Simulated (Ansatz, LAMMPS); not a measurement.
**Relaxing Li+ TFSI- in sulfolane and ethyl methyl carbonate and propylene carbonate, from a frame at 330 K (89 atoms)**

Wanted: the relaxed structure of Li+ TFSI- in sulfolane and ethyl methyl carbonate and propylene carbonate, from a frame at 330 K (89 atoms) and its electronic structure.

Program: Ansatz 0.2.0. Level of theory: Kohn-Sham DFT, PBE+D3(BJ), PAW (set soft_2), plane waves. Results are calculated unless marked as measured.

## Step 1: Set-up

The cell holds 89 atoms: 17 O, 4 S, 22 C, 38 H, 1 N, 6 F and 1 Li. Its edges and angles: a = 10.118 Å, b = 10.118 Å, c = 10.118 Å, α = 90.0°, β = 90.0°, γ = 90.0°. 2 sulfolane, 2 ethyl methyl carbonate, 1 propylene carbonate, 1 Li+, 1 TFSI- placed at random, at 1.34 g/cm³; overlaps pushed apart, then 10 ps at 550 K with Joung-Cheatham ions (J. Phys. Chem. B 112, 9020 (2008)); MMFF94 bonds, angles, torsions, charges and radii (Halgren, J. Comput. Chem. 17, 490 (1996)) in harmonic and 12-6 forms; charges of ions scaled by 0.8. Snapshot after 30 ps at 330 K and fixed volume.

What the set-up can't give: The network of contacts between molecules at the start is that of the classical potential that made the cell. The density was typed from a rule of thumb and may lie off the real one at this temperature. Sampling is at Γ alone, for a cell whose shortest periodic width is 10 Å.

## Step 2: The classical run that made the cell

A classical potential supplies the starting structure, since it reaches far longer times than DFT.

This step: classical MD, Joung-Cheatham ions (J. Phys. Chem. B 112, 9020 (2008)); MMFF94 bonds, angles, torsions, charges and radii (Halgren, J. Comput. Chem. 17, 490 (1996)) in harmonic and 12-6 forms; charges of ions scaled by 0.8 (LAMMPS 22 Jul 2025 - Update 4).

in.lmp

```
# Li+ TFSI- in sulfolane and ethyl methyl carbonate and propylene carbonate
units real
atom_style full
boundary p p p
bond_style harmonic
angle_style harmonic
dihedral_style opls
improper_style harmonic
special_bonds lj 0 0 0.5 coul 0 0 0.75
read_data data.lmp
neigh_modify delay 0 every 1 check yes one 4000
comm_modify cutoff 12.0
timestep 0.5
thermo_style custom step time temp pe press density
thermo_modify norm yes
# push overlapping molecules apart
pair_style soft 2.6
pair_coeff * * 0.0
variable a equal ramp(1,60)
fix ad all adapt 1 pair soft a * * v_a
velocity all create 550 376894 mom yes dist gaussian
fix lim all nve/limit 0.03
fix lan all langevin 550 550 50 376895 zero yes
thermo 1000
run 3000 post no
unfix ad
pair_style lj/cut/coul/long 9.0
pair_modify mix arithmetic tail yes
pair_coeff 1 1 0.0763 3.0960   # O
pair_coeff 2 2 0.2681 3.4180   # S
pair_coeff 3 3 0.0678 3.3680   # C
pair_coeff 4 4 0.0216 2.5400   # H
pair_coeff 5 5 0.0763 3.0430   # O
pair_coeff 6 6 0.0678 3.4070   # C
# [... 22 lines left out ...]
compute msd all msd com yes
thermo 7500
fix md all nvt temp 330 330 100
run 30000 post no
print "== T330: mean square displacement over the hold $(c_msd[4]:%.2f) A^2"
unfix md
uncompute msd
write_dump all custom T330.dump id type xs ys zs modify sort id
```

Command:

```sh
> lmp -in in.lmp -log none -nocite
```

Numbers of over 12 decimals in the logs are rounded to 6 here.

The program printed:

```text
LAMMPS (22 Jul 2025 - Update 4)
Reading data file ...
  orthogonal box = (0 0 0) to (10.11785 10.11785 10.11785)
  89 atoms
  orthogonal box = (0 0 0) to (10.11785 10.11785 10.11785)
  85 bonds
  154 angles
  172 dihedrals
  3 impropers
WARNING: Bond/angle/dihedral extent > half of periodic box length
   Step          Time           Temp          PotEng         Press         Density
         0   0              550            0.51608686    -4417.7549      1.3430005
      1000   500            616.06391      1.9076561      16154.048      1.3430005
      2000   1000           561.85809      2.0450018      15445.815      1.3430005
      3000   1500           445.66577      1.9026191      38037.966      1.3430005
WARNING: Bond/angle/dihedral extent > half of periodic box length
Loop time of 1.88713 s on 1 MPI rank(s) for 3000 steps with 89 atoms
PPPM initialization ...
  G vector (1/distance) = 0.29611208
  grid = 6 6 6
  estimated relative force accuracy = 3.4294406e-05
WARNING: Bond/angle/dihedral extent > half of periodic box length
   Step          Time           Temp          PotEng         Press         Density
      3000   1500           445.66577      0.62700721     21100.335      1.3430005
[... 17 lines left out ...]
Loop time of 2.57171 s on 1 MPI rank(s) for 2000 steps with 89 atoms
WARNING: Bond/angle/dihedral extent > half of periodic box length
   Step          Time           Temp          PotEng         Press         Density
      2000   1000           471.37786     -0.048537749    11299.862      1.3430005
[... 5 lines left out ...]
WARNING: Bond/angle/dihedral extent > half of periodic box length
Loop time of 7.38961 s on 1 MPI rank(s) for 10000 steps with 89 atoms
WARNING: Bond/angle/dihedral extent > half of periodic box length
   Step          Time           Temp          PotEng         Press         Density
[... 4 lines left out ...]
WARNING: Bond/angle/dihedral extent > half of periodic box length
Loop time of 3.02272 s on 1 MPI rank(s) for 5000 steps with 89 atoms
WARNING: Bond/angle/dihedral extent > half of periodic box length
   Step          Time           Temp          PotEng         Press         Density
[... 2 lines left out ...]
     30000   29000          336.9347      -1.0048062     -5382.9992      1.3430005
     37500   36500          313.95549     -0.94329264     14966.184      1.3430005
     45000   44000          321.86293     -0.90965752     2513.5926      1.3430005
     47000   46000          327.55898     -0.7636263     -1784.99        1.3430005
WARNING: Bond/angle/dihedral extent > half of periodic box length
Loop time of 18.5673 s on 1 MPI rank(s) for 30000 steps with 89 atoms
== T330: mean square displacement over the hold 2.46 A^2
```

Elapsed: 36 s, on 1 thread of Intel Xeon at 2.80GHz (Skylake/Cascade Lake), shared host; peak memory 0.4 GiB.

The input also reads data.lmp (atoms, bonds and types; not printed here).

## Step 3: Single point at the start

The forces at the start show how far the geometry lies from a minimum of this functional.

input.yaml

```yaml
crystal:
  lattice:
    - [10.11785, 0.0, 0.0]
    - [0.0, 10.11785, 0.0]
    - [0.0, 0.0, 10.11785]
  atoms:
    - { symbol: O, position: [0.31866, 0.06368, 0.93244] }
    - { symbol: S, position: [0.41427, 0.01741, 0.83322] }
    - { symbol: O, position: [0.53415, 0.95385, 0.88357] }
    - { symbol: C, position: [0.34506, 0.91596, 0.70423] }
    - { symbol: C, position: [0.38135, 0.9867, 0.5752] }
    - { symbol: C, position: [0.37798, 0.13007, 0.61642] }
    - { symbol: C, position: [0.46114, 0.15049, 0.73463] }
    - { symbol: H, position: [0.24021, 0.91059, 0.72684] }
    - { symbol: H, position: [0.39363, 0.82026, 0.69982] }
    - { symbol: H, position: [0.29525, 0.96265, 0.50687] }
    - { symbol: H, position: [0.47663, 0.95392, 0.54025] }
    - { symbol: H, position: [0.42343, 0.19284, 0.54228] }
    - { symbol: H, position: [0.27803, 0.16748, 0.62224] }
    - { symbol: H, position: [0.56637, 0.1555, 0.71452] }
    - { symbol: H, position: [0.43653, 0.24387, 0.78484] }
    - { symbol: O, position: [0.91895, 0.72245, 0.58434] }
    - { symbol: S, position: [0.83532, 0.8018, 0.66416] }
    - { symbol: O, position: [0.70993, 0.85216, 0.61864] }
    - { symbol: C, position: [0.81154, 0.71788, 0.81374] }
    - { symbol: C, position: [0.88192, 0.79951, 0.92467] }
    - { symbol: C, position: [0.98884, 0.87606, 0.85869] }
    - { symbol: C, position: [0.92737, 0.93262, 0.7343] }
    - { symbol: H, position: [0.84585, 0.61503, 0.81187] }
    - { symbol: H, position: [0.69594, 0.72012, 0.82125] }
    - { symbol: H, position: [0.92239, 0.72747, 0.00511] }
    - { symbol: H, position: [0.81832, 0.87625, 0.96502] }
    - { symbol: H, position: [0.039, 0.94227, 0.91975] }
    - { symbol: H, position: [0.06966, 0.80726, 0.83991] }
    - { symbol: H, position: [0.85651, 0.00842, 0.76705] }
    - { symbol: H, position: [0.00054, 0.97176, 0.66935] }
    - { symbol: C, position: [0.72968, 0.05053, 0.33438] }
    - { symbol: C, position: [0.84746, 0.96294, 0.34956] }
    - { symbol: O, position: [0.93385, 0.97666, 0.24222] }
    - { symbol: C, position: [0.05235, 0.91951, 0.26319] }
    - { symbol: O, position: [0.07912, 0.85661, 0.36131] }
    - { symbol: O, position: [0.11737, 0.91421, 0.14726] }
    - { symbol: C, position: [0.23686, 0.84018, 0.15671] }
    - { symbol: H, position: [0.77014, 0.1509, 0.32849] }
    - { symbol: H, position: [0.65538, 0.0361, 0.41473] }
    - { symbol: H, position: [0.68389, 0.03341, 0.24183] }
    - { symbol: H, position: [0.80836, 0.85853, 0.35083] }
    - { symbol: H, position: [0.90144, 0.98214, 0.44454] }
    - { symbol: H, position: [0.20865, 0.74112, 0.18789] }
    - { symbol: H, position: [0.30915, 0.87042, 0.23606] }
    - { symbol: H, position: [0.28827, 0.83011, 0.06085] }
    - { symbol: C, position: [0.04014, 0.41276, 0.01897] }
    - { symbol: C, position: [0.04169, 0.28638, 0.93917] }
    - { symbol: O, position: [0.91552, 0.27849, 0.88723] }
    - { symbol: C, position: [0.90227, 0.2733, 0.7542] }
    - { symbol: O, position: [0.98559, 0.22836, 0.68311] }
    - { symbol: O, position: [0.8053, 0.34696, 0.71093] }
    - { symbol: C, position: [0.7789, 0.349, 0.56908] }
    - { symbol: H, position: [0.12893, 0.40609, 0.07987] }
    - { symbol: H, position: [0.95275, 0.40362, 0.08532] }
    - { symbol: H, position: [0.04275, 0.50277, 0.9618] }
    - { symbol: H, position: [0.05573, 0.2008, 0.00209] }
    - { symbol: H, position: [0.11098, 0.26734, 0.86438] }
    - { symbol: H, position: [0.77572, 0.24681, 0.53118] }
    - { symbol: H, position: [0.83548, 0.41055, 0.50541] }
    - { symbol: H, position: [0.66469, 0.3795, 0.56197] }
    - { symbol: "N", position: [0.20245, 0.4346, 0.53953] }
    - { symbol: S, position: [0.23586, 0.57492, 0.5959] }
    - { symbol: O, position: [0.21597, 0.5781, 0.73614] }
    - { symbol: O, position: [0.17445, 0.67995, 0.52108] }
    - { symbol: C, position: [0.41199, 0.58539, 0.56275] }
    - { symbol: F, position: [0.44448, 0.68267, 0.47501] }
    - { symbol: F, position: [0.47779, 0.6271, 0.67038] }
    - { symbol: F, position: [0.47002, 0.47414, 0.52276] }
    - { symbol: S, position: [0.17862, 0.44613, 0.38238] }
    - { symbol: O, position: [0.03955, 0.4813, 0.35924] }
    - { symbol: O, position: [0.28827, 0.5121, 0.31157] }
    - { symbol: C, position: [0.18752, 0.27378, 0.33114] }
    - { symbol: F, position: [0.11404, 0.24684, 0.22329] }
    - { symbol: F, position: [0.15803, 0.18393, 0.42669] }
    - { symbol: F, position: [0.31594, 0.23235, 0.30268] }
    - { symbol: C, position: [0.47851, 0.57538, 0.0724] }
    - { symbol: C, position: [0.6058, 0.49109, 0.09627] }
    - { symbol: C, position: [0.60486, 0.42062, 0.22694] }
    - { symbol: O, position: [0.71446, 0.46327, 0.30458] }
    - { symbol: C, position: [0.75934, 0.57347, 0.2419] }
    - { symbol: O, position: [0.85008, 0.64352, 0.28777] }
    - { symbol: O, position: [0.70692, 0.58533, 0.11795] }
    - { symbol: H, position: [0.3843, 0.52038, 0.07936] }
    - { symbol: H, position: [0.47938, 0.6139, 0.97022] }
    - { symbol: H, position: [0.46184, 0.6623, 0.13596] }
    - { symbol: H, position: [0.62857, 0.43373, 0.00357] }
    - { symbol: H, position: [0.5142, 0.42343, 0.28175] }
    - { symbol: H, position: [0.6232, 0.31701, 0.20138] }
    - { symbol: Li, position: [0.00481, 0.68272, 0.39757] }
kpoints:
  mp_grid: { grid: [1, 1, 1] }
hamiltonian:
  xc: pbe
  dispersion: d3bj
scf:
  occupations: { method: fixed }
output:
  forces: true
  stress: true
  populations: intrinsic
  dos:
    method: { smearing: { sigma: 0.15 } }
    de: 0.1
    projected: { site_lists: { C: [C], F: [F], H: [H], Li: [Li], "N": ["N"] } }
  eigenvalues: true
```

Command:

```sh
> ansatz run input.yaml --threads 4 --pin off --max-ram 8192MiB --backend cpu --events-out ev --progress --plain --runs-dir out
```

The program printed:

```text
Engine: ansatz 0.2.0, aarch64-unknown-linux-gnu
Pseudopotentials: kind: paw
Pseudopotential: O, paw, valence charge 6, recommended cutoff 420 eV (normal), O.paw.azcp
Pseudopotential: S, paw, valence charge 6, recommended cutoff 420 eV (normal), S.paw.azcp
Pseudopotential: C, paw, valence charge 4, recommended cutoff 420 eV (normal), C.paw.azcp
Pseudopotential: H, paw, valence charge 1, recommended cutoff 420 eV (normal), H.paw.azcp
Pseudopotential: N, paw, valence charge 5, recommended cutoff 420 eV (normal), N.paw.azcp
Pseudopotential: F, paw, valence charge 7, recommended cutoff 420 eV (normal), F.paw.azcp
Pseudopotential: Li, paw, valence charge 3, recommended cutoff 420 eV (normal), Li.paw.azcp
[... 5 lines on functional and potentials left out ...]
Crystal: 89 atoms, lattice volume = 1035.773 Å³
Basis set: ecut = 420 eV, 20197 PW (Γ), exchange–correlation on 144×144×144 points (8 copies of the dense FFT grid, shifted against one another)
Bands: 240, of which v1, the nominal top of the filled ones, is band 151 counted from 1 (150 counted from 0)
Symmetry: 1 space group operations
Space group: P1 (ITA 1), of the structure as read, at distance tolerance 1.0e-4 Å
k-points: 1
[... 15 lines on functional and potentials left out ...]
Initial density: superposition of atomic densities (neutral atoms: chi_scale 0, normalization atom), corrected by the library's trained network
Initial wavefunctions: pseudopotential atomic-orbital guess
Functional: x = pbe(κ = 0.804, μ = 0.219515), c = pbe(β = 0.066725)
SCF iter   1: F=—  HF=-24811.267070 eV  |F-HF|=—  |Δ(HF+E_count)|=         —  Δρ=6.34e-3  dr2=5.89e-1  ethr=1.77e-3  ⟨swp⟩=4.0  Hψ=907  notcnv=0  defer=87
preconditioner: auto → Resta (q_TF=auto, 2.222 Å⁻¹)  ε∞=2.5  [insulator: Δε(μ)=5.039 eV  Ē_g=16.157 eV  n_scr=178 (ndim 8)  ℏωp=19.6 eV  f_vac=0.286  ε∞_Penn≈2.5]
SCF iter   2: F=—  HF=-24811.096536 eV  |F-HF|=—  |Δ(HF+E_count)|=   1.71e-1  Δρ=3.33e-3  dr2=1.34e-1  ethr=1.95e-4  ⟨swp⟩=2.0  Hψ=410  notcnv=0  defer=87
SCF iter   3: F=—  HF=-24811.073939 eV  |F-HF|=—  |Δ(HF+E_count)|=   2.26e-2  Δρ=1.46e-3  dr2=4.27e-2  ethr=4.42e-5  ⟨swp⟩=2.0  Hψ=298  notcnv=0  defer=87
SCF iter   4: F=—  HF=-24811.061613 eV  |F-HF|=—  |Δ(HF+E_count)|=   1.23e-2  Δρ=5.80e-4  dr2=4.89e-3  ethr=1.41e-5  ⟨swp⟩=2.0  Hψ=287  notcnv=0  defer=87
SCF iter   5: F=—  HF=-24811.060513 eV  |F-HF|=—  |Δ(HF+E_count)|=   1.10e-3  Δρ=3.80e-4  dr2=1.44e-3  ethr=1.62e-6  ⟨swp⟩=2.0  Hψ=417  notcnv=0  defer=87
SCF iter   6: F=—  HF=-24811.060234 eV  |F-HF|=—  |Δ(HF+E_count)|=   2.79e-4  Δρ=1.46e-4  dr2=2.07e-4  ethr=4.78e-7  ⟨swp⟩=2.0  Hψ=294  notcnv=0  defer=87
SCF iter   7: F=—  HF=-24811.060210 eV  |F-HF|=—  |Δ(HF+E_count)|=   2.33e-5  Δρ=4.34e-5  dr2=1.89e-5  ethr=6.86e-8  ⟨swp⟩=2.0  Hψ=294  notcnv=0  defer=86
SCF iter   8: F=—  HF=-24811.061394 eV  |F-HF|=—  |Δ(HF+E_count)|=   1.18e-3  Δρ=2.15e-5  dr2=4.25e-6  ethr=6.27e-9  ⟨swp⟩=2.0  Hψ=306  notcnv=0  defer=86
SCF iter   9: F=—  HF=-24811.061394 eV  |F-HF|=—  |Δ(HF+E_count)|=   1.19e-7  Δρ=6.22e-6  dr2=4.04e-7  ethr=1.41e-9  ⟨swp⟩=2.0  Hψ=292  notcnv=0  defer=86
SCF iter  10: F=—  HF=-24811.061394 eV  |F-HF|=—  |Δ(HF+E_count)|=   1.13e-7  Δρ=3.54e-6  dr2=1.24e-7  ethr=3.31e-11  ⟨swp⟩=16.0  Hψ=1692  notcnv=0
SCF iter  11: F=-24811.061394 eV  HF=-24811.061394 eV  |F-HF|=1.31e-9  |Δ(HF+E_count)|=   7.52e-9  Δρ=1.15e-6  dr2=1.41e-8  ethr=3.31e-11  ⟨swp⟩=4.0  Hψ=669  notcnv=0
SCF 1 converged in 11 iterations: F = -24811.061394 eV  dr2 = 1.41e-8
  greatest PAW one-centre occupation: 1.000 electrons in one spin orbital (limit 2), on the Li atom at site 88 (counted from 0), in its partial waves of l = 0
SCF converged after 11 iterations
Free energy (F): -24811.061394 eV
Harris-Foulkes:  -24811.061394 eV  (|F-HF|=1.31e-9)
Internal energy: -24811.061394 eV  (E = F + TS)
E sigma→0 (E₀):  -24811.061394 eV
Fermi energy:    -0.735218 eV
--- Per-component energies (eV) ---
  E_band       = -2677.614707
  E_kinetic    = 7380.514935
  E_local      = -28352.805517  (includes V_loc(G=0)·N_el)
  E_nonlocal   = 2036.191582
  E_hartree    = 10948.842745
  E_xc         = -3587.912342
  E_vxc        = -4399.572893  (∫ρ·V_xc dr)
  E_paw        = -8652.711424  (= ΣΔE_a)
  E_vpaw       = -1239.629217  (= ΣTr[D̂ρ^β])
  E_aug_tail   = 0.002175  (compensation charges beyond the density's cutoff)
  E_ewald      = -4578.248377
  E_disp       = -4.935172  (pairwise vdW)
  E_smearing   = -0.000000  (= −TS)
  E_closure    = -0.000000  (closes the sum)
  Σ components = -24811.061394   (vs F -24811.061394, Δ=0.00e0)
--- Forces (eV/Å), atoms counted from 1 ---
  atom   1  O     -0.21661470    -0.40032254    -0.69595459
  atom   2  S      1.24220539    -0.65667221     2.20788999
  atom   3  O     -0.00094788    -0.28705036     0.15114273
  atom   4  C      0.39475519    -0.23802898    -0.25419485
  atom   5  C     -2.55817372    -0.14392097     0.29988431
  atom   6  C      0.56228355     1.18596498    -2.36904666
  atom   7  C     -0.31367244     1.49775791     0.54361266
  atom   8  H     -0.29709570    -0.15672663    -0.27733668
  atom   9  H     -0.17444145    -0.17536414     0.83941802
  atom  10  H      1.33061673     0.26671757     0.18686197
  atom  11  H      0.35118086    -0.19668520    -0.30053427
  atom  12  H     -0.03583330     0.23677359    -0.72480568
  atom  13  H     -0.45885936     0.00977882     0.56012438
  atom  14  H      0.38239389    -0.53847077    -0.06689178
[...]
atom  88  H     -0.03539401    -0.37767158     0.46571793
  atom  89  Li    -0.14273762    -0.14491954     0.63100625
  max |Σ_I F_I| component: 5.20e-5 eV/Å
--- Stress (GPa, compression-positive) ---
        1.045562       0.015755      -0.407350
        0.015755       2.365497      -0.863217
       -0.407349      -0.863217       2.348580
  P = ⅓ Tr σ = 1.9199 GPa (19.199 kbar)
--- Band table (eV) ---
  k-point 0: bands = ["-43.7730", "-28.0053", "-27.7995", "-25.8038", [... 224 levels ...], "10.5876", "10.6724", "10.7025", "10.7296", "10.8340", "10.9114", "10.9715", "11.0146", "11.0629", "11.0831", "11.1544", "11.2322"]
--- intrinsic populations: 89 sites ---
  site symbol       q [e]
     0      O      6.9121
     1      S      3.9673
     2      O      6.9368
[...]
88     Li      2.2656
  spilling = 0.000000 (of n_electrons = 302.000000)
```

Elapsed: 13 s, on 4 threads of Arm Neoverse V1, shared host; peak memory 1.2 GiB.

Numbers from this run:

```yaml
free_energy: -24811.0614 eV
free_energy_per_atom: -278.7760 eV/atom
scf_cycles: 11
pressure: 1.92 GPa
r_m_s_force_component: 1.012 eV/Å
longest_force: 4.236 eV/Å
fermi_energy: -0.7352 eV
spacing_of_highest_filled_and_lowest_empty_level: 4.776 eV
```

The r.m.s. force component of 1.0 eV/Å and the pressure of 1.9 GPa set the starting point.

Neighbours are counted within 1.34 Å (H-C), 1.85 Å (C-C), 1.73 Å (C-O), 1.62 Å (C-F), 2.21 Å (C-S), 1.88 Å (O-S), 2.52 Å (O-Li), 2.02 Å (S-N).

Length of the force by element and coordination:

| element | coordination | atoms | mean length of the force (eV/Å) | spread | least | most |
| --- | --- | --- | --- | --- | --- | --- |
| C | all | 22 | 2.32 | 0.924 | 0.526 | 4.24 |
| C | 3 | 3 | 2.55 | 0.141 | 2.36 | 2.70 |
| C | 4 | 19 | 2.29 | 0.987 | 0.526 | 4.24 |
| F | all | 6 | 1.18 | 0.325 | 0.631 | 1.50 |
| H | all | 38 | 0.936 | 0.547 | 0.213 | 2.57 |
| Li | all | 1 | 0.663 | 0 | 0.663 | 0.663 |
| N | all | 1 | 1.34 | 0 | 1.34 | 1.34 |
| O | all | 17 | 1.71 | 0.918 | 0.324 | 3.79 |
| O | 1 | 6 | 1.17 | 0.600 | 0.324 | 2.19 |
| O | 2 | 11 | 2.00 | 0.928 | 0.786 | 3.79 |
| S | all | 4 | 1.91 | 0.612 | 1.04 | 2.62 |

[end of part 1 of 3]

[Logs are printed without paths, hosts, clocks, repeated set-up lines and the standing remarks that a program may print on its own settings, such as how far it seeks lower states.]

[Hosts, paths, dates, database ids (printed as entryN), source tags and the programs' standing remarks are cut or masked in the printed files.]

[The MMFF94 radii named for the starting cell were scaled by 0.96; in molecules described by MMFF94, hydrogen bound to N, O or S took a small fixed 12-6 site in their place.]
